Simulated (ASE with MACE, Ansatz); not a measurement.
# Which site? W in place of Co in (20-21) twin boundary in hcp Co with 12 % Ru, 10 of 10 solute atoms at the boundaries (80 atoms): runs compared

At which site of (20-21) twin boundary in hcp Co with 12 % Ru, 10 of 10 solute atoms at the boundaries (80 atoms) does W in place of Co cost least, and what about the site decides it?

Computed with Ansatz 0.2.0: Kohn-Sham DFT, PBE, PAW (set soft_2), plane waves.

### 1. The cell as built

The cell holds 80 atoms: 70 Co and 10 Ru. Its edges and angles: a = 8.520 Å, b = 5.030 Å, c = 21.159 Å, α = 90.0°, β = 90.0°, γ = 98.5°. It derives from Co and Ru. Two grains of Co, mirror images, two boundaries a cell, the joint chosen and relaxed with the MACE-MP-0b2 potential; the cell scaled by Vegard's rule for 10 Ru among 80 atoms, 10 of them put at random on the 26 sites nearest the other grain and the rest on the 26 sites farthest from it; atoms relaxed with that potential at fixed cell. Lattice constants are starting values near those of PBE. Regions: lower grain, 40 atoms (34 Co and 6 Ru); upper grain, 40 atoms (4 Ru and 36 Co).

What the set-up can't give: The cell is under 6 Å thick along one periodic direction, so every atom has periodic images of itself close by, which move with it and show among its neighbours and in g(r).

### 2. The reference run

The reference is a single point at the end of the relaxation.

Every defect cell starts from the geometry of this run and is relaxed in the fixed cell.

Its input, with most atom lines left out:

```yaml
crystal:
  lattice:
    - [8.52022, 0.0, 0.0]
    - [-0.74232, 4.97472, 0.0]
    - [0.0, 0.0, 21.15943]
  atoms:
    - { symbol: Co, position: [0.57934, 0.33561, 0.00616], spin: 1.7 }
    - { symbol: Co, position: [0.81491, 0.1396, 0.01563], spin: 1.7 }
    - { symbol: Ru, position: [0.09853, 0.21171, 0.05149] }
    - { symbol: Ru, position: [0.36331, 0.02949, 0.05853] }
    - { symbol: Co, position: [0.63775, 0.09832, 0.10637], spin: 1.7 }
    - { symbol: Co, position: [0.88608, 0.41323, 0.11207], spin: 1.7 }
    - { symbol: Co, position: [0.17061, 0.98312, 0.15504], spin: 1.7 }
    [... atom lines 8 to 80 left out ...]
magnetization:
  spin_polarized: true
kpoints:
  mp_grid: { grid: [2, 3, 1] }
hamiltonian:
  xc: pbe
scf:
  occupations: { method: fermi_dirac, width: 0.1 }
  lower_state_search: "off"
output:
  forces: true
  stress: true
  populations: true
  dos:
    method: { smearing: { sigma: 0.08 } }
    de: 0.1
    projected:
      site_lists:
        Co: [Co]
        Ru: [Ru]
        lower_grain: [0, 1, 2, 3, 4, 5, 6, 7, 8, 9, 10, 11, 12, 13, 14, 15, 16, 17, 18, 19, 40, 41, 42, 43, 44, 45, 46, 47, 48, 49, 50, 51, 52, 53, 54, 55, 56, 57, 58, 59]
        upper_grain: [20, 21, 22, 23, 24, 25, 26, 27, 28, 29, 30, 31, 32, 33, 34, 35, 36, 37, 38, 39, 60, 61, 62, 63, 64, 65, 66, 67, 68, 69, 70, 71, 72, 73, 74, 75, 76, 77, 78, 79]
  eigenvalues: true
  write_density: true
  write_potential: true
  volumetric_format: npy
```

* free energy per atom: -5220.1309 eV/atom
* r.m.s. force component: 0.00758 eV/Å
* pressure: 3.186 GPa
* total moment: 107.7 μB

286 levels are partly filled, by over 2 % (on the run's k-points), as in a metal.

### 3. The runs

Each row is one run, on 1 × NVIDIA H100 80GB HBM3 with 6 threads of AMD EPYC 7R13 (Zen 3), shared host. The free energy is the program's total, comparable only between runs with the same functional, potentials and atoms.

| run | atoms | outcome | ionic steps, all passes | free energy (eV) | time | host memory (GiB) | planned on the GPU (GiB) |
| --- | --- | --- | --- | --- | --- | --- | --- |
| Single point at the start | 80 | converged | - | -417609.706 | 13 s | 1.5 | 24 |
| Relaxation | 80 | converged | 6 | -417610.476 | 46 s | 1.7 | 24 |
| Single point at the relaxed geometry | 80 | converged | - | -417610.476 | 20 s | 2.3 | 26 |
| W on a site of Co, site Co41 | 80 | converged | 5 | -422869.397 | 55 s | 2.5 | 26 |
| W on a site of Co, site Co69 | 80 | converged | 4 | -422868.718 | 37 s | 2.5 | 26 |
| W on a site of Co, site Co27 | 80 | converged | 5 | -422868.782 | 40 s | 2.5 | 26 |
| W on a site of Co, site Co78 | 80 | converged | 6 | -422869.083 | 65 s | 2.5 | 26 |
| W on a site of Co, site Co13 | 80 | converged | 5 | -422868.903 | 55 s | 2.5 | 26 |
| W on a site of Co, site Co17 | 80 | converged | 4 | -422869.208 | 42 s | 2.5 | 26 |
| W on a site of Co, site Co30 | 80 | converged | 4 | -422868.906 | 45 s | 2.5 | 26 |
| W on a site of Co, site Co56 | 80 | converged | 5 | -422868.816 | 55 s | 2.5 | 26 |
| W on a site of Co, site Co33 | 80 | converged | 4 | -422868.941 | 42 s | 2.5 | 26 |

In some runs the program notes that starting moments were not kept.

A closer look about site Co41, the cheapest one, after relaxation: 11 atoms, nearest first, numbered in the order of the input, with positions taken from that point.

| atom | x | y | z | distance (Å) | bonds | moment (μB) |
| --- | --- | --- | --- | --- | --- | --- |
| W41 | 0.00 | -0.03 | -0.10 | 0.10 | 12 | -0.17 |
| Co63 | -0.46 | -0.09 | -2.33 | 2.38 | 10 | 0.77 |
| Co2 | 1.80 | 1.52 | 0.39 | 2.39 | 11 | 0.99 |
| Co42 | 2.19 | -0.98 | 0.40 | 2.43 | 11 | 1.00 |
| Co1 | -0.37 | 2.46 | 0.22 | 2.50 | 10 | 0.26 |
| Co1 | 0.37 | -2.51 | 0.22 | 2.55 | 10 | 0.26 |
| Ru4 | -1.98 | 0.96 | 1.32 | 2.56 | 12 | 0.03 |
| Ru44 | -1.62 | -1.55 | 1.30 | 2.60 | 12 | 0.01 |
| Co5 | 0.32 | 1.28 | 2.34 | 2.69 | 12 | 1.43 |
| Co45 | 0.68 | -1.19 | 2.33 | 2.71 | 12 | 1.43 |
| Co62 | -2.53 | -0.38 | -0.99 | 2.75 | 12 | 1.39 |

The column of bonds counts only the pairs Co-Co within 3.02 Å, Co-Ru within 3.02 Å, Co-W within 3.02 Å, Ru-Ru within 3.02 Å, Ru-W within 3.02 Å; other neighbours, such as metal atoms beside each other in a compound, aren't counted, and periodic images can show an atom twice.

### 4. The sites compared

All these cells hold the same atoms, so their energies can be compared with no chemical potential.

| site | neighbours | mean distance (Å) | atoms within 6 Å | region | distance to the other part (Å; 6 means 6 or more) | energy over the best site (eV) | before relaxation (eV) | gain on relaxing (eV) | moment (μB) |
| --- | --- | --- | --- | --- | --- | --- | --- | --- | --- |
| Co41 | Co8Ru2 | 2.52 | 74 | lower grain | 2.2 | 0.00 | 0.00 | 0.19 | 102.4 |
| Co17 | Co10Ru | 2.53 | 78 | lower grain | 2.5 | 0.19 | 0.10 | 0.10 | 102.5 |
| Co78 | Co9Ru3 | 2.52 | 77 | upper grain | 2.5 | 0.31 | 0.30 | 0.18 | 103.6 |
| Co33 | Co12 | 2.50 | 78 | upper grain | 4.5 | 0.46 | 0.40 | 0.13 | 101.4 |
| Co30 | Co12 | 2.49 | 77 | upper grain | 5.7 | 0.49 | 0.43 | 0.14 | 101.7 |
| Co13 | Co12 | 2.50 | 79 | lower grain | 4.7 | 0.49 | 0.45 | 0.15 | 101.8 |
| Co56 | Co11Ru | 2.51 | 76 | lower grain | 4.0 | 0.58 | 0.58 | 0.20 | 102.4 |
| Co27 | Co11Ru | 2.48 | 79 | upper grain | 4.3 | 0.61 | 0.63 | 0.21 | 102.6 |
| Co69 | Co12 | 2.48 | 79 | upper grain | 6.0 | 0.68 | 0.64 | 0.16 | 101.8 |

Neighbours are those of the relaxed host within 2.88 Å (Co-Co), 2.88 Å (Co-Ru); other pairs aren't counted.

### 5. Outcome

The cheapest site is Co41 (10 neighbours, Co8Ru2, in the lower grain); the dearest, Co69 (12 neighbours, Co12, in the upper grain), costs 0.68 eV more. Over 9 sites the energy rises with the distance to the other part (correlation +0.83). Sites with the same first shell differ by up to 0.22 eV, from their geometry, farther neighbours or both. Relaxation gains 0.10 to 0.21 eV and leaves the best site the same.

Caveats: Defects are neutral and interact with their images. In the spin-polarised runs the search for a state of lower energy was switched off. Only 9 of the 70 Co sites were tried; unless symmetry makes the others alike to these, a cheaper one may exist. Sites that ended on different moments differ in electronic state too. The run was spin polarised, started with 70 parallel moments, ending at 107.7 μB in the cell; that starting order needn't be the real material's, and it bears on forces, charges and levels. The stress is far from hydrostatic: its diagonal is 1.6, 4.8, 3.2 GPa, compression counted positive. The host structure and its lattice constant were typed by rule, without a check against the phase diagram. The pressure of 3.2 GPa means that a free cell would grow at this level.

The DFT runs together took 8.6 min of wall time.

[Logs are printed without paths, hosts, clocks, repeated set-up lines and the standing remarks that a program may print on its own settings, such as how far it seeks lower states.]

[Hosts, paths, dates, database ids (printed as entryN), source tags and the programs' standing remarks are cut or masked in the printed files.]
